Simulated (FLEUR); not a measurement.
**E(M) of TiCo**

Aim: the energy of TiCo as a function of its total spin moment.

Program: FLEUR MaX-R8.1. Level of theory: PBE; all-electron FLAPW, Dirac cores, scalar-relativistic bands. Results are calculated unless marked as measured.

## 1. The starting structure

The structure is cubic, space group Pm-3m (No. 221). The conventional cell has a = 2.986 Å, b = 2.986 Å, c = 2.986 Å, α = 90.00°, β = 90.00°, γ = 90.00°. Nearest to Ti lie 8 Co at 2.59 Å. Nearest to Co lie 8 Ti at 2.59 Å. Farther neighbours are not listed.

Coordinates:

```
Ti Co
1.0
     2.98611    0.00000    0.00000
     0.00000    2.98611    0.00000
     0.00000    0.00000    2.98611
Ti Co
1 1
Direct
  0.00000 0.00000 0.00000
  0.50000 0.50000 0.50000
```

The cell comes from a database of computed structures and need not be the stable phase.

## 2. Unconstrained state

The free run tells which range of moments is worth scanning.

inpgen writes inp.xml from crystal.txt; cutoffs, mixing, functional, smearing and local orbitals are then set in the file. The k list default-1 (kpts.xml, not shown) is a Γ-centred 12×12×12 mesh; where the ranks do not divide the number of points, some are split in two of half the weight.

inp.xml

```
<?xml version="1.0" encoding="UTF-8" standalone="no"?>
<fleurInput fleurInputVersion="0.39">
   <comment>
      TiCo
   </comment>
   <calculationSetup>
      <cutoffs Kmax="3.6" Gmax="10.8" GmaxXC="10.8" numbands="0"/>
      <scfLoop itmax="120" minDistance="0.00002" maxIterBroyd="15" imix="Anderson" alpha="0.05" precondParam="0.0" spinf="2.0" sdNocoIR="T"/>
      <coreElectrons ctail="T" frcor="F" kcrel="0" coretail_lmax="0"/>
      <xcFunctional name="pbe" relativisticCorrections="F"/>
      <magnetism jspins="2"/>
      <soc l_soc="F" theta="0.0" phi="0.0" spav="F"/>
      <expertModes spex="0" secvar="F"/>
      <geometryOptimization l_f="F" forcealpha="1.0" forcemix="BFGS" epsdisp="0.00001" epsforce="0.00001"/>
      <ldaU l_linMix="F" mixParam="0.05" spinf="1.0"/>
   </calculationSetup>
   <cell>
      <bzIntegration valenceElectrons="29.0" mode="hist" fermiSmearingEnergy="0.00183747">
         <kPointListSelection listName="default-1"/>
         <xi:include xmlns:xi="http://www.w3.org/2001/XInclude" href="kpts.xml"> </xi:include>
      </bzIntegration>
      <xi:include xmlns:xi="http://www.w3.org/2001/XInclude" href="sym.xml"> </xi:include>
      <bulkLattice scale="1.0">
         <bravaisMatrix>
            <row-1>    5.6429319487581688     0.0000000000000000     0.0000000000000000</row-1>
            <row-2>    0.0000000000000000     5.6429319487581688     0.0000000000000000</row-2>
            <row-3>    0.0000000000000000     0.0000000000000000     5.6429319487581688</row-3>
         </bravaisMatrix>
      </bulkLattice>
   </cell>
   <atomSpecies>
      <species name="Titanium (Ti)" element="Ti" atomicNumber="22">
         <mtSphere radius="2.38" gridPoints="787" logIncrement="0.015"/>
         <atomicCutoffs lmax="8" lnonsphr="6"/>
         <electronConfig flipSpins="F">
            <coreConfig>(1s1/2) (2s1/2) (2p1/2) (2p3/2)</coreConfig>
            <valenceConfig>(3s1/2) (3p1/2) (3p3/2) (4s1/2) (3d3/2) (3d5/2)</valenceConfig>
            <stateOccupation state="(3d3/2)" spinUp="0.400000" spinDown="0.400000"/>
            <stateOccupation state="(3d5/2)" spinUp="0.600000" spinDown="0.600000"/>
         </electronConfig>
         <energyParameters s="4" p="4" d="3" f="4"/>
         <lo type="SCLO" l="0" n="3" eDeriv="0"/>
         <lo type="SCLO" l="1" n="3" eDeriv="0"/>
      </species>
      <species name="Cobalt (Co2.000" element="Co" atomicNumber="27">
         <mtSphere radius="2.38" gridPoints="787" logIncrement="0.016"/>
         <atomicCutoffs lmax="8" lnonsphr="6"/>
         <electronConfig flipSpins="F">
            <coreConfig>(1s1/2) (2s1/2) (2p1/2) (2p3/2)</coreConfig>
            <valenceConfig>(3s1/2) (3p1/2) (3p3/2) (4s1/2) (3d3/2) (3d5/2)</valenceConfig>
            <stateOccupation state="(3d3/2)" spinUp="1.5" spinDown="1.3"/>
            <stateOccupation state="(3d5/2)" spinUp="3.0" spinDown="1.2"/>
         </electronConfig>
         <energyParameters s="4" p="4" d="3" f="4"/>
         <lo type="SCLO" l="0" n="3" eDeriv="0"/>
         <lo type="SCLO" l="1" n="3" eDeriv="0"/>
      </species>
   </atomSpecies>
   <atomGroups>
      <atomGroup species="Titanium (Ti)">
         <relPos label="                   1">.0000000000 .0000000000 .0000000000</relPos>
         <force calculate="T" relaxXYZ="TTT"/>
      </atomGroup>
      <atomGroup species="Cobalt (Co2.000">
         <relPos label="                   2">1.000/2.000 1.000/2.000 1.000/2.000</relPos>
         <force calculate="T" relaxXYZ="TTT"/>
      </atomGroup>
   </atomGroups>
   <output dos="F" band="F" slice="F">
      <bandDOS minEnergy="-.5*Htr" maxEnergy="0.5*Htr" sigma="0.015" storeEVData="T"/>
      <plotting iplot="0" polar="F">
         <plot TwoD="T" vec1="  1.0  0.0  0.0" vec2="  0.0  1.0  0.0" vec3="  0.0  0.0  1.0" zero="  0.0  0.0  0.0" file="plot"/>
      </plotting>
      <moessbauerParams electricFieldGradient="F" isomerShift="F" coreHyperfine="F" valenceHyperfine="F"/>
   </output>
</fleurInput>
```

crystal.txt

```
TiCo
&input film=F cartesian=F /
2.98611099000  0.00000000000  0.00000000000
0.00000000000  2.98611099000  0.00000000000
0.00000000000  0.00000000000  2.98611099000
1.8897261246
1.0 1.0 1.0

2
22 0.00000000000  0.00000000000  0.00000000000
27 0.50000000000  0.50000000000  0.50000000000 : 2.000

&kpt div1=12 div2=12 div3=12 gamma=T /
```

Command:

```
$ OMP_NUM_THREADS=1 inpgen -f crystal.txt > inpgen.log  # inp.xml is then edited as shown
$ OMP_NUM_THREADS=1 mpirun -n 4 fleur_MPI > fleur.log
```

What it wrote:

```text
Welcome to FLEUR        (www.flapw.de)
      MaX-Release 8.1          (www.max-centre.eu)

 ========== k-point set info ==========
 Selected k-point list: default-1
 k-point list type: mesh
 12 x 12 x 12
 Number of k points: 84

 ------------Calculation Setup---------------------------
 Number of MPI-tasks      :            4
 Number of PE/node        :            4
 Number of OMP-threads    :            1
 k-points in parallel     :            4
 pe's per k-point         :            1
 No of k-point loops      :           21
 Eigenvalue solver        :       lapack
 Number of basis functions:          162
 Approximate size of matrices (H+S) per k-point:         0.000 GB
 --------------------------------------------------------
 Iteration:     1   Distance:      28.50594467 me/bohr^3
 Iteration:     2   Distance:      20.81938174 me/bohr^3
 Iteration:     3   Distance:      18.01094177 me/bohr^3
 Iteration:     4   Distance:      12.04284521 me/bohr^3
 Iteration:     5   Distance:       7.55679524 me/bohr^3
 Iteration:     6   Distance:       4.32542038 me/bohr^3
 Iteration:     7   Distance:       2.64857447 me/bohr^3
 Iteration:     8   Distance:       4.52827865 me/bohr^3
 Iteration:     9   Distance:       1.94984138 me/bohr^3
 Iteration:    10   Distance:       2.00185921 me/bohr^3
[... 13 iterations left out ...]
 Iteration:    24   Distance:       0.00268315 me/bohr^3
 Iteration:    25   Distance:       0.00376244 me/bohr^3
 Iteration:    26   Distance:       0.00080192 me/bohr^3
 Iteration:    27   Distance:       0.00103750 me/bohr^3
 Iteration:    28   Distance:       0.00028733 me/bohr^3
 Iteration:    29   Distance:       0.00006235 me/bohr^3
 Iteration:    30   Distance:       0.00006283 me/bohr^3
 Iteration:    31   Distance:       0.00006330 me/bohr^3
 Iteration:    32   Distance:       0.00002863 me/bohr^3
 Iteration:    33   Distance:       0.00000743 me/bohr^3

 ********************************************************************
 Run finished successfully
 Stop message:
   all done
 ********************************************************************

--- out.xml (last complete iteration) ---
<iteration numberForCurrentRun="   33" overallNumber="   33">
         <energyParameters units="Htr">
            <atomicEP atomType="1" spin="1" branch="4s" branchLowest="-1.70" branchHighest="2.29" value="0.2241029368"/>
            <atomicEP atomType="1" spin="1" branch="4p" branchLowest="-0.80" branchHighest="2.79" value="0.3338610936"/>
            <atomicEP atomType="1" spin="1" branch="3d" branchLowest="-9.99" branchHighest="0.61" value="0.3525732061"/>
            <atomicEP atomType="1" spin="1" branch="4f" branchLowest="-9.99" branchHighest="3.16" value="0.6168468845"/>
            <loAtomicEP atomType="1" spin="1" branch="3s" branchLowest="-19.17" branchHighest="-1.70" value="-1.7342738713"/>
            <loAtomicEP atomType="1" spin="1" branch="3p" branchLowest="-15.76" branchHighest="-0.80" value="-0.8623478559"/>
            <atomicEP atomType="2" spin="1" branch="4s" branchLowest="-3.15" branchHighest="1.59" value="0.2072303377"/>
            <atomicEP atomType="2" spin="1" branch="4p" branchLowest="-1.80" branchHighest="2.15" value="0.3448408208"/>
            <atomicEP atomType="2" spin="1" branch="3d" branchLowest="-9.99" branchHighest="0.38" value="0.2792553730"/>
            <atomicEP atomType="2" spin="1" branch="4f" branchLowest="-9.99" branchHighest="3.39" value="0.6625541942"/>
            <loAtomicEP atomType="2" spin="1" branch="3s" branchLowest="-32.42" branchHighest="-3.15" value="-3.1552883953"/>
            <loAtomicEP atomType="2" spin="1" branch="3p" branchLowest="-27.67" branchHighest="-1.80" value="-1.8061759771"/>
            <atomicEP atomType="1" spin="2" branch="4s" branchLowest="-1.70" branchHighest="2.29" value="0.2176740973"/>
            <atomicEP atomType="1" spin="2" branch="4p" branchLowest="-0.80" branchHighest="2.79" value="0.3270852423"/>
            <atomicEP atomType="1" spin="2" branch="3d" branchLowest="-9.99" branchHighest="0.61" value="0.3491222770"/>
            <atomicEP atomType="1" spin="2" branch="4f" branchLowest="-9.99" branchHighest="3.16" value="0.6097552646"/>
            <loAtomicEP atomType="1" spin="2" branch="3s" branchLowest="-19.17" branchHighest="-1.70" value="-1.7346335315"/>
            <loAtomicEP atomType="1" spin="2" branch="3p" branchLowest="-15.76" branchHighest="-0.80" value="-0.8628100799"/>
            <atomicEP atomType="2" spin="2" branch="4s" branchLowest="-3.11" branchHighest="1.61" value="0.2086378107"/>
            <atomicEP atomType="2" spin="2" branch="4p" branchLowest="-1.76" branchHighest="2.17" value="0.3438002102"/>
            <atomicEP atomType="2" spin="2" branch="3d" branchLowest="-9.99" branchHighest="0.42" value="0.3094350244"/>
            <atomicEP atomType="2" spin="2" branch="4f" branchLowest="-9.99" branchHighest="3.42" value="0.6597169920"/>
            <loAtomicEP atomType="2" spin="2" branch="3s" branchLowest="-32.40" branchHighest="-3.11" value="-3.1145598503"/>
            <loAtomicEP atomType="2" spin="2" branch="3p" branchLowest="-27.65" branchHighest="-1.76" value="-1.7664626122"/>
         </energyParameters>
         <bandgap value="0.0003414107" units="eV"/>
         <sumValenceSingleParticleEnergies value="-22.0986820430" units="Htr"/>
         <FermiEnergy value="0.3640604928" units="Htr"/>
         <valenceDensity>
            <mtCharges spin="1">
               <mtCharge atomType="1" total="5.1790530" s="1.1302782" p="3.0994045" d="0.9324645" f="0.0133148"/>
               <mtCharge atomType="2" total="8.6317360" s="1.2792959" p="3.2220825" d="4.1196496" f="0.0081640"/>
            </mtCharges>
            <mtCharges spin="2">
               <mtCharge atomType="1" total="5.2102399" s="1.1330502" p="3.1126901" d="0.9473352" f="0.0141093"/>
               <mtCharge atomType="2" total="7.6893719" s="1.2507812" p="3.2272301" d="3.2004201" f="0.0084835"/>
            </mtCharges>
            <spinDependentCharge spin="1" total="14.9257380" interstitial="1.1149490" mtSpheres="13.8107890"/>
            <spinDependentCharge spin="2" total="14.0742620" interstitial="1.1746502" mtSpheres="12.8996118"/>
            <totalCharge value="29.0000000000"/>
         </valenceDensity>
         <coreStates atomType="     1" atomicNumber=" 22" spin="1" kinEnergy="    396.5929436518" eigValSum="   -244.7769878924" lostElectrons=" 0.000000">
            <state n="1" l="0" j="0.5" energy="-178.3266704330" weight="1.0000000000"/>
            <state n="2" l="0" j="0.5" energy="-19.1676435690" weight="1.0000000000"/>
            <state n="2" l="1" j="0.5" energy="-15.9022684002" weight="1.0000000000"/>
            <state n="2" l="1" j="1.5" energy="-15.6902027451" weight="2.0000000000"/>
         </coreStates>
         <coreStates atomType="     1" atomicNumber=" 22" spin="2" kinEnergy="    396.5937099779" eigValSum="   -244.7774171484" lostElectrons=" 0.000000">
            <state n="1" l="0" j="0.5" energy="-178.3267920472" weight="1.0000000000"/>
            <state n="2" l="0" j="0.5" energy="-19.1676797936" weight="1.0000000000"/>
            <state n="2" l="1" j="0.5" energy="-15.9023600602" weight="1.0000000000"/>
            <state n="2" l="1" j="1.5" energy="-15.6902926237" weight="2.0000000000"/>
         </coreStates>
         <coreStates atomType="     2" atomicNumber=" 27" spin="1" kinEnergy="    624.8409946370" eigValSum="   -393.7966093426" lostElectrons=" 0.000000">
            <state n="1" l="0" j="0.5" energy="-278.3597085179" weight="1.0000000000"/>
            <state n="2" l="0" j="0.5" energy="-32.4161098341" weight="1.0000000000"/>
            <state n="2" l="1" j="0.5" energy="-28.0366433801" weight="1.0000000000"/>
            <state n="2" l="1" j="1.5" energy="-27.4920738052" weight="2.0000000000"/>
         </coreStates>
         <coreStates atomType="     2" atomicNumber=" 27" spin="2" kinEnergy="    625.0318655950" eigValSum="   -393.7340251987" lostElectrons=" 0.000000">
            <state n="1" l="0" j="0.5" energy="-278.3596825440" weight="1.0000000000"/>
            <state n="2" l="0" j="0.5" energy="-32.3969547261" weight="1.0000000000"/>
            <state n="2" l="1" j="0.5" energy="-28.0224720754" weight="1.0000000000"/>
            <state n="2" l="1" j="1.5" energy="-27.4774579266" weight="2.0000000000"/>
         </coreStates>
         <allElectronCharges>
            <spinDependentCharge spin="1" total="24.9257380" interstitial="1.1149490" mtSpheres="23.8107890"/>
            <spinDependentCharge spin="2" total="24.0742620" interstitial="1.1746502" mtSpheres="22.8996118"/>
            <totalCharge value="48.9999999995"/>
         </allElectronCharges>
         <magneticMomentsInMTSpheres units="muBohr">
            <globalMagMoment atomType="1" vec="0.00000   0.00000  -0.03119"/>
            <localMagMoment atomType="1" vec="0.00000   0.00000  -0.03119"/>
            <globalMagMoment atomType="2" vec="0.00000   0.00000   0.94236"/>
            <localMagMoment atomType="2" vec="0.00000   0.00000   0.94236"/>
         </magneticMomentsInMTSpheres>
         <moessbauerParams unitsHFF="kG" unitsIS="e/bohr^3" unitsEFG="Htr/bohr^2">
         </moessbauerParams>
         <totalEnergy value="    -2247.3228608940" units="Htr">
            <sumOfEigenvalues value="    -1299.1837216251">
               <coreElectrons value="-1277.0850395820"/>
               <valenceElectrons value="-22.0986820430"/>
            </sumOfEigenvalues>
            <densityCoulombPotentialIntegral value="-3443.1897446899"/>
            <densityEffectivePotentialIntegral value="-3575.3809375943"/>
            <chargeDenXCDenIntegral value="-101.8927622779"/>
            <FockExchangeEnergyValence value="0.0000000000"/>
            <FockExchangeEnergyCore value="0.0000000000"/>
            <atomTypeDependentContributions atomType="1">
               <electronNucleiInteractionDifferentMTs value="1010.9605359486"/>
               <MadelungTerm value="-10.5470849558"/>
            </atomTypeDependentContributions>
            <atomTypeDependentContributions atomType="2">
               <electronNucleiInteractionDifferentMTs value="1670.0246064771"/>
               <MadelungTerm value="-8.5002148588"/>
            </atomTypeDependentContributions>
            <tkbTimesEntropy value="0.0006224570"/>
            <freeEnergy value="-2247.3234833511"/>
            <extrapolationTo0K value="-2247.3231721225"/>
         </totalEnergy>
         <densityConvergence units="me/bohr^3">
            <chargeDensity spin="1" distance="0.0000041709"/>
            <chargeDensity spin="2" distance="0.0000056521"/>
            <overallChargeDensity distance="0.0000065995"/>
            <spinDensity distance="0.0000074250"/>
         </densityConvergence>
      </iteration>
```

Wall time 33 s (4 MPI ranks of Intel Xeon Platinum 8259CL at 2.50GHz (Skylake/Cascade Lake), shared host); peak memory 0.23 GiB; 2.2 min of CPU time.

Read from the output:

| Quantity | Value |
| --- | --- |
| free energy | -61152.7873 eV |
| program's band gap on this mesh (in a metal only a level spacing) | 3.41e-4 eV |
| magnetization | 0.8515 μB |
| final state | ferromagnetic |
| largest moment | 0.9424 μB |

After 33 cycles the largest moment stands at 0.942 μB.

## 3. No spin polarisation

inp.xml, as its differences from that of step 2:

```diff
@@ -10,3 +10,3 @@
       <xcFunctional name="pbe" relativisticCorrections="F"/>
-      <magnetism jspins="2"/>
+      <magnetism jspins="1"/>
       <soc l_soc="F" theta="0.0" phi="0.0" spav="F"/>
@@ -44,3 +44,3 @@
       </species>
-      <species name="Cobalt (Co2.000" element="Co" atomicNumber="27">
+      <species name="Cobalt (Co)" element="Co" atomicNumber="27">
          <mtSphere radius="2.38" gridPoints="787" logIncrement="0.016"/>
@@ -50,4 +50,4 @@
             <valenceConfig>(3s1/2) (3p1/2) (3p3/2) (4s1/2) (3d3/2) (3d5/2)</valenceConfig>
-            <stateOccupation state="(3d3/2)" spinUp="1.5" spinDown="1.3"/>
-            <stateOccupation state="(3d5/2)" spinUp="3.0" spinDown="1.2"/>
+            <stateOccupation state="(3d3/2)" spinUp="1.400000" spinDown="1.400000"/>
+            <stateOccupation state="(3d5/2)" spinUp="2.100000" spinDown="2.100000"/>
          </electronConfig>
@@ -63,3 +63,3 @@
       </atomGroup>
-      <atomGroup species="Cobalt (Co2.000">
+      <atomGroup species="Cobalt (Co)">
          <relPos label="                   2">1.000/2.000 1.000/2.000 1.000/2.000</relPos>
```

crystal.txt, as its differences from that of step 2:

```diff
@@ -10,3 +10,3 @@
 22 0.00000000000  0.00000000000  0.00000000000
-27 0.50000000000  0.50000000000  0.50000000000 : 2.000
+27 0.50000000000  0.50000000000  0.50000000000
```

What it wrote:

```text
[banner, memory and clock lines left out]
Welcome to FLEUR        (www.flapw.de)
      MaX-Release 8.1          (www.max-centre.eu)

 ========== k-point set info ==========
 Selected k-point list: default-1
 k-point list type: mesh
 12 x 12 x 12
 Number of k points: 84

 [... set-up left out ...]
 Iteration:     1   Distance:      29.91869767 me/bohr^3
 Iteration:     2   Distance:      13.77421166 me/bohr^3
 Iteration:     3   Distance:      12.34518639 me/bohr^3
 Iteration:     4   Distance:      17.33677917 me/bohr^3
 Iteration:     5   Distance:      25.15042032 me/bohr^3
 Iteration:     6   Distance:      22.07785186 me/bohr^3
 Iteration:     7   Distance:       9.46324032 me/bohr^3
 Iteration:     8   Distance:       6.63043695 me/bohr^3
[... lines left out ...]
 Iteration:    14   Distance:       0.01169520 me/bohr^3
 Iteration:    15   Distance:       0.00118875 me/bohr^3
 Iteration:    16   Distance:       0.00033933 me/bohr^3
 Iteration:    17   Distance:       0.00032488 me/bohr^3
 Iteration:    18   Distance:       0.00016226 me/bohr^3
 Iteration:    19   Distance:       0.00001663 me/bohr^3

 ********************************************************************
 Run finished successfully
 Stop message:
   all done
 ********************************************************************

--- out.xml (last complete iteration) ---
<iteration numberForCurrentRun="   19" overallNumber="   19">
         [... left out ...]
         <bandgap value="0.0064261015" units="eV"/>
         <sumValenceSingleParticleEnergies value="-22.0295752528" units="Htr"/>
         <FermiEnergy value="0.3625746304" units="Htr"/>
         [... left out ...]
         <totalEnergy value="    -2247.3209047982" units="Htr">
            <sumOfEigenvalues value="    -1299.0903163252">
               <coreElectrons value="-1277.0607410724"/>
               <valenceElectrons value="-22.0295752528"/>
            </sumOfEigenvalues>
         [... left out ...]
            <freeEnergy value="-2247.3218733285"/>
            <extrapolationTo0K value="-2247.3213890634"/>
         </totalEnergy>
         <densityConvergence units="me/bohr^3">
            <chargeDensity spin="1" distance="0.0000166321"/>
         </densityConvergence>
      </iteration>
```

It took 13 s on 4 MPI ranks; peak memory 0.21 GiB; 52 s of CPU time.

This step gave:

| Quantity | Value |
| --- | --- |
| free energy | -61152.7435 eV |
| program's band gap on this mesh (in a metal only a level spacing) | 0.006426 eV |
| final state | non-magnetic (no spin polarisation) |

Its energy lies +43.8 meV a cell from the free run's.

[end of part 1 of 2]

[Logs and program files are shortened in this print: banners, set-up blocks, solver, clock and traceback lines can be left out without a mark of their own.]

[Logs are printed without paths, hosts, clocks, repeated set-up lines and the standing remarks that a program may print on its own settings, such as how far it seeks lower states.]

[Hosts, paths, dates, database ids (printed as entryN), source tags and the programs' standing remarks are cut or masked in the printed files.]

[Where a cell is said to come from a database of computed structures, the database is the Materials Project.]
